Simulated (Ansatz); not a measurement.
# Moving the knobs of a GW run on BaH2 (Pnma)

Aim: change settings of a G0W0 run on BaH2 (Pnma) and see what moves.

Program: Ansatz 0.2.0. Level of theory: G0W0 on LDA, plane waves, PAW; PAW set soft_1. Results are calculated unless marked as measured.

### 1. The starting structure

It takes space group Pnma (No. 62, orthorhombic). Conventional cell: a = 6.792 Å, b = 4.168 Å, c = 7.858 Å, α = 90.00°, β = 90.00°, γ = 90.00°. Nearest to Ba lie 9 H at 2.50 to 3.00 Å. Nearest to H lie 5 Ba at 2.68 to 3.00 Å. H has 4 Ba at 2.50 to 2.68 Å nearest. Farther neighbours are not listed.

The cell and positions come from the Crystallography Open Database and are kept as given unless a step says otherwise. Spin-orbit coupling is left out unless a step names it.

### 2. The base run: 2×4×2 mesh, 475 empty bands, screening to 96 eV, PAW set soft_1 files

G0W0 replaces the xc potential by the self-energy, built once from these orbitals. Only a window of levels is corrected, while the sums run over the empty bands that the input names. This step takes PAW set soft_1 files.

input.yaml

```yaml
crystal:
  lattice:
    - [6.792, 0.0, 0.0]
    - [0.0, 4.168, 0.0]
    - [0.0, 0.0, 7.858]
  atoms:
    - { symbol: Ba, position: [0.26029, 0.25, 0.88863] }
    - { symbol: Ba, position: [0.23971, 0.75, 0.38863] }
    - { symbol: Ba, position: [0.76029, 0.25, 0.61137] }
    - { symbol: Ba, position: [0.73971, 0.75, 0.11137] }
    - { symbol: H, position: [0.043, 0.25, 0.174] }
    - { symbol: H, position: [0.457, 0.75, 0.674] }
    - { symbol: H, position: [0.543, 0.25, 0.326] }
    - { symbol: H, position: [0.957, 0.75, 0.826] }
    - { symbol: H, position: [0.646, 0.25, 0.9135] }
    - { symbol: H, position: [0.854, 0.75, 0.4135] }
    - { symbol: H, position: [0.146, 0.25, 0.5865] }
    - { symbol: H, position: [0.354, 0.75, 0.0865] }
kpoints:
  mp_grid: { grid: [2, 4, 2] }
hamiltonian:
  xc: lda
  pseudopotentials: { kind: paw, azcp: { folder: soft_1 }, xc_functional: pbe }
scf:
  occupations: { method: fixed }
gw:
  n_empty_bands: 475
  ecut_chi: 96
  qp_bands: [v4, c4]
  qp_kpoints: band_edges
  screening: { model: contour_deformation }
```

Run with:

```console
$ ansatz run input.yaml --threads 3 --pin off --max-ram 92160MiB --backend cuda --events-out ev --progress --plain --runs-dir out --devices 1 --max-vram 13GiB
```

Numbers of over 12 decimals in the logs are rounded to 6 here.

The log of the run:

```text
GPUs: using 1 of 1 available (devices: 1).
Engine: ansatz 0.2.0, x86_64-unknown-linux-gnu
Pseudopotentials: kind: paw
Pseudopotential: Ba, paw, valence charge 10, recommended cutoff 420 eV (normal), soft_1/Ba.paw.azcp
Pseudopotential: H, paw, valence charge 1, recommended cutoff 420 eV (normal), soft_1/H.paw.azcp
Functional definition: SPW92
  exchange = slater_x
  correlation = pw_c
device memory: the entry about to start is reckoned to put 2.2 GiB on a device that reports 66.9 GiB free (of which the cap on the GPU budget leaves the run 13.0 GiB)
GPU FFT provider: cuFFT
GPU libraries: cuBLAS 13.8.2, cuFFT 12.4.0, cuSOLVER 12.3.4
Crystal: 12 atoms, lattice volume = 222.453 Å³
Basis set: ecut = 420 eV, 4329 PW (Γ)
Bands: 36, of which v1, the nominal top of the filled ones, is band 24 counted from 1 (23 counted from 0)
Symmetry: 8 space group operations
Space group: Pnma (ITA 62), of the structure as read, at distance tolerance 6.1e-5 Å
k-points: 12 of 16
Non-local potential: Ba, projectors of the file, l = 0: 3, l = 1: 2, l = 2: 2, l = 3: 2
Non-local potential: H, projectors of the file, l = 0: 2, l = 1: 1
PAW form: soft (Blöchl's): semilocal exchange-correlation on the pseudo side does not see the compensation charge
PAW frozen core: Ba, regenerated for the run's functional, and the local potential with it (the file was generated under x = pbe(κ = 0.804, μ = 0.219515), c = pbe(β = 0.066725))
PAW one-centre angular grid: Ba, 194 points (default); XC on 64 Gauss nodes
PAW one-centre angular grid: H, 110 points (default); XC on 64 Gauss nodes
Initial density: superposition of atomic densities (chi_scale 0.1, normalization cell, long waves kept (reshape's long-wave potential 0.00 eV rms))
Initial wavefunctions: pseudopotential atomic-orbital guess
GPU buffer pool allocated for 77760 grid points (all kernels)
GPU transforms: local potential and band sums: pruned to the plane-wave sphere, on 45×27×54
Functional: x = slater, c = lda
SCF iter   1: F=—  HF=-23251.744785 eV  |F-HF|=—  |Δ(HF+E_count)|=         —  Δρ=4.17e-2  dr2=4.76e0  ethr=3.10e-3  ⟨swp⟩=4.3  Hψ=1571  notcnv=0  defer=105
preconditioner: auto → Resta (q_TF=auto, 2.113 Å⁻¹)  ε∞=2.7  [insulator: Δε(μ)=3.378 eV  Ē_g=11.921 eV  n_scr=38 (ndim 8)  ℏωp=15.7 eV  f_vac=0.000  ε∞_Penn≈2.7]
SCF iter   2: F=—  HF=-23250.397558 eV  |F-HF|=—  |Δ(HF+E_count)|=    1.35e0  Δρ=1.65e-2  dr2=8.72e-1  ethr=3.10e-3  ⟨swp⟩=2.0  Hψ=658  notcnv=0  defer=110
SCF iter   3: F=—  HF=-23250.172868 eV  |F-HF|=—  |Δ(HF+E_count)|=   2.25e-1  Δρ=3.22e-3  dr2=1.76e-2  ethr=1.82e-3  ⟨swp⟩=2.0  Hψ=485  notcnv=0  defer=114
SCF iter   4: F=—  HF=-23250.178838 eV  |F-HF|=—  |Δ(HF+E_count)|=   5.97e-3  Δρ=3.38e-4  dr2=3.23e-4  ethr=3.66e-5  ⟨swp⟩=3.0  Hψ=623  notcnv=0  defer=116
[...]
NSCF: frozen V_eff on 12 k-points
G₀W₀ screening: q 1/12
[... further progress lines ...]
SCF converged after 7 iterations
Free energy (F): -23250.178887 eV
Harris-Foulkes:  -23250.178887 eV  (|F-HF|=7.06e-10)
Internal energy: -23250.178887 eV  (E = F + TS)
E sigma→0 (E₀):  -23250.178887 eV
Fermi energy:    4.506944 eV
--- Per-component energies (eV) ---
  E_band       = -276.076482
  E_kinetic    = 735.336655
  E_local      = -1393.307831  (includes V_loc(G=0)·N_el)
  E_nonlocal   = 388.451654
  E_hartree    = 389.079781
  E_xc         = -853.758903
  E_vxc        = -602.409522  (∫ρ·V_xc dr)
  E_paw        = -20113.443017  (= ΣΔE_a)
  E_vpaw       = -182.300129  (= ΣTr[D̂ρ^β])
  E_aug_tail   = -0.006781  (compensation charges beyond the density's cutoff)
  E_ewald      = -2403.660525
  E_core_change = 1.130079  (= ΣΔE_core)
  E_smearing   = -0.000000  (= −TS)
  E_closure    = 0.000000  (closes the sum)
  Σ components = -23250.178887   (vs F -23250.178887, Δ=0.00e0)
--- Band table (eV; the first three rows and the last of 12) ---
  k-point 0: bands = [... 20 lower, 3.7972, 3.9656, 4.3920, 4.5069, 7.8851, 8.1888, 8.4710, 8.8049, ... 8 higher]
  k-point 1: bands = [... 20 lower, 4.0287, 4.0287, 4.2791, 4.2791, 7.6680, 7.6680, 8.0635, 8.0635, ... 8 higher]
  k-point 2: bands = [... 20 lower, 3.7374, 3.9718, 4.0025, 4.0893, 7.6386, 7.8007, 8.3946, 8.6940, ... 8 higher]
  k-point 11: bands = [... 20 lower, 3.9546, 3.9546, 3.9546, 3.9546, 7.8340, 7.8340, 7.8340, 7.8340, ... 8 higher]
--- G₀W₀: contour deformation, 6 samples at zero and on the imaginary axis and 1 off it, 16 q-points, 475 empty bands' worth ---
  eigenvalues of the whole cell's RPA ε∞ on this k-mesh (on a slab, of 1 + 4πα/V) = 3.9892, 4.3235, 4.4416; static W/v taken at q = 0 is 0.234467
  bands read: the sum over 499 bands ends inside a degenerate multiplet in 10 slots, whose members it reads at an even weight; the widest, k=10: bands 497 to 500 (counted from 1) at 3/4 each
  gw.qp_kpoints: band_edges: 12 of 12 stored k-points solved, in 1 pass; an edge of the gap read off the rows below is read off those points alone
    ik  band        ε_KS         Σx   Σc(E_QP)       V_xc       Z   E_QP_lin       E_QP  E_QP is
     0    21      3.7972   -13.7507     2.2182   -10.5562  0.7384     2.7985     2.8209  root
     0    22      3.9656   -15.1589     2.2687   -11.9113  0.7500     2.9663     2.9867  root
     0    23      4.3920   -14.8043     2.2194   -11.5716  0.7487     3.3578     3.3787  root
     0    24      4.5069   -14.1809     1.9801   -11.2438  0.7514     3.5326     3.5500  root
     0    25      7.8851    -5.4129    -4.0041   -10.2505  0.7919     8.7307     8.7186  root
     0    26      8.1888    -5.6645    -3.9399   -10.3961  0.7898     8.9918     8.9805  root
     0    27      8.4710    -5.4713    -4.2769   -10.6433  0.7834     9.3828     9.3660  root
     0    28      8.8049    -5.5847    -4.2302   -10.7257  0.7855     9.7325     9.7155  root
[...]
11    25      7.8340    -5.3270    -3.9010    -9.9903  0.7911     8.6065     8.5963  root
    11    26      7.8340    -5.3270    -3.9010    -9.9903  0.7911     8.6065     8.5963  root
    11    27      7.8340    -5.3270    -3.9010    -9.9903  0.7911     8.6065     8.5963  root
    11    28      7.8340    -5.3270    -3.9010    -9.9903  0.7911     8.6065     8.5963  root
```

Wall time 24 s (1 × NVIDIA H100 80GB HBM3 (shared by 6 runs) with 3 threads of AMD EPYC 7R13 (Zen 3), shared host); peak memory 2 GiB.

In the SCF lines HF is the Harris–Foulkes energy and dr2 the Hartree energy of the density residual, in eV; the loop may stop once dr2 is under the threshold and the program's other checks hold. Hψ counts applications of the Hamiltonian.

Numbers from this step:

```yaml
bands_summed: 499
rpa_eps_infinity_on_this_mesh_eigenvalues: 3.989, 4.324, 4.442
plane_waves_in_the_screening_matrix: 473
q_points_in_the_mesh: 16
g0w0_gap_on_the_mesh: 4.516 eV
k_of_the_valence_top: 0, 0, 0
k_of_the_conduction_bottom: -0.5, 0.25, 0
starting_gap_on_the_mesh: 2.797 eV
z_at_the_valence_top: 0.7514
z_at_the_conduction_bottom: 0.7964
least_direct_g0w0_gap_on_the_computed_points: 4.977 eV
```

The gap on the mesh goes from 2.80 eV to 4.52 eV, a correction of +1.72 eV. Between the two edge states, bare exchange in place of the xc potential would open the gap by 7.55 eV, and correlation takes back 5.83 eV.

### 3. Variant: accuracy level

input.yaml: that of step 2 with these lines changed.

```diff
@@ -26,4 +26,4 @@
 gw:
-  n_empty_bands: 475
-  ecut_chi: 96
+  n_empty_bands: 505
+  ecut_chi: 100
   qp_bands: [v4, c4]
@@ -31 +31,2 @@
   screening: { model: contour_deformation }
+accuracy: high
```

The log of the run:

```text
GPUs: using 1 of 1 available (devices: 1).
[...]
GPU FFT provider: cuFFT
GPU libraries: cuBLAS 13.8.2, cuFFT 12.4.0, cuSOLVER 12.3.4
Crystal: 12 atoms, lattice volume = 222.453 Å³
Basis set: ecut = 420 eV, 4329 PW (Γ)
Bands: 36, of which v1, the nominal top of the filled ones, is band 24 counted from 1 (23 counted from 0)
[... 1 set-up line as in the run before ...]
[...]
k-points: 12 of 16
[...]
GPU buffer pool allocated for 110592 grid points (all kernels)
[...]
SCF iter   1: F=—  HF=-23251.744787 eV  |F-HF|=—  |Δ(HF+E_count)|=         —  Δρ=4.17e-2  dr2=4.76e0  ethr=3.10e-3  ⟨swp⟩=4.3  Hψ=1571  notcnv=0  defer=105
[...]
SCF iter   7: F=-23250.178887 eV  HF=-23250.178887 eV  |F-HF|=7.06e-10  |Δ(HF+E_count)|=   1.55e-7  Δρ=1.56e-6  dr2=6.61e-9  ethr=2.08e-10  ⟨swp⟩=12.8  Hψ=2426  notcnv=0
SCF 1 converged in 7 iterations: F = -23250.178887 eV  dr2 = 6.61e-9
[...]
NSCF: frozen V_eff on 12 k-points
[...]
G₀W₀ screening: q 1/12
[... further progress lines ...]
SCF converged after 7 iterations
Free energy (F): -23250.178887 eV
[...]
Internal energy: -23250.178887 eV  (E = F + TS)
E sigma→0 (E₀):  -23250.178887 eV
Fermi energy:    4.506944 eV
[...]
--- Band table (eV; the first three rows and the last of 12) ---
  k-point 0: bands = [... 20 lower, 3.7972, 3.9656, 4.3920, 4.5069, 7.8851, 8.1888, 8.4710, 8.8049, ... 8 higher]
  k-point 1: bands = [... 20 lower, 4.0287, 4.0287, 4.2791, 4.2791, 7.6680, 7.6680, 8.0635, 8.0635, ... 8 higher]
  k-point 2: bands = [... 20 lower, 3.7374, 3.9718, 4.0025, 4.0893, 7.6386, 7.8007, 8.3946, 8.6940, ... 8 higher]
  k-point 11: bands = [... 20 lower, 3.9546, 3.9546, 3.9546, 3.9546, 7.8340, 7.8340, 7.8340, 7.8340, ... 8 higher]
[...]
0    21      3.7972   -13.7507     2.2074   -10.5562  0.7383     2.7872     2.8101  root
     0    22      3.9656   -15.1589     2.2549   -11.9113  0.7498     2.9520     2.9729  root
     0    23      4.3920   -14.8043     2.2066   -11.5716  0.7485     3.3445     3.3660  root
     0    24      4.5069   -14.1809     1.9667   -11.2438  0.7512     3.5187     3.5366  root
     0    25      7.8851    -5.4129    -4.0123   -10.2505  0.7918     8.7221     8.7104  root
     0    26      8.1888    -5.6645    -3.9481   -10.3961  0.7897     8.9833     8.9723  root
     0    27      8.4710    -5.4713    -4.2857   -10.6433  0.7833     9.3736     9.3572  root
     0    28      8.8049    -5.5847    -4.2391   -10.7257  0.7855     9.7231     9.7067  root
[...]
11    25      7.8340    -5.3270    -3.9088    -9.9903  0.7911     8.5984     8.5885  root
    11    26      7.8340    -5.3270    -3.9088    -9.9903  0.7911     8.5984     8.5885  root
    11    27      7.8340    -5.3270    -3.9088    -9.9903  0.7911     8.5984     8.5885  root
    11    28      7.8340    -5.3270    -3.9088    -9.9903  0.7911     8.5984     8.5885  root
```

Run time: 34 s. Hardware: 1 × NVIDIA H100 80GB HBM3 (shared by 6 runs) with 3 threads; peak memory 2.1 GiB; 46 s of CPU time.

The G0W0 gap on the mesh is 4.522 eV.

Against the base:

| setting | base | variant |
| --- | --- | --- |
| empty bands | 475 | 505 |
| screening cutoff (eV) | 96 | 100 |
| accuracy | - | high |

| quantity | variant | base |
| --- | --- | --- |
| starting gap on the mesh | 2.797 | 2.797 |
| G0W0 gap on the mesh | 4.522 | 4.516 |
| least direct G0W0 gap on the computed points | 4.983 | 4.977 |
| Z at the valence top | 0.751 | 0.751 |
| Z at the conduction bottom | 0.796 | 0.796 |

### 4. What came out

| Item | Value |
| --- | --- |
| base | 4.52 eV, 24 s |
| accuracy level | 4.52 eV, 34 s |

Accuracy level: the gap moves by +0.01 eV. The variant differs from the base in empty bands, screening cutoff and accuracy together, so the change can't be laid to one of them. All runs here use a coarse mesh and modest cutoffs; they test settings and are not final values. The 2×4×2 mesh is coarse for this cell (its supercell is 14 Å along the shortest edge). The RPA ε∞ on it, from the LDA start, is 3.99, 4.32 and 4.44; such meshes misread the long-range screening, most where the gap is narrow. The many-body steps are scalar-relativistic: spin-orbit coupling is not in them.

[Paths, hosts, dates, memory and timing lines, banners, echoed tables and standing remarks are left out of the program output.]

[Logs are printed without paths, hosts, clocks, repeated set-up lines and the standing remarks that a program may print on its own settings, such as how far it seeks lower states.]

[Runs of the session that timed out or met a known fault of the program may be left out.]

[Cells called generated may have been cut or substituted from an entry of the Crystallography Open Database or the Materials Project.]

[Hosts, paths, dates, database ids (printed as entryN), source tags and the programs' standing remarks are cut or masked in the printed files.]
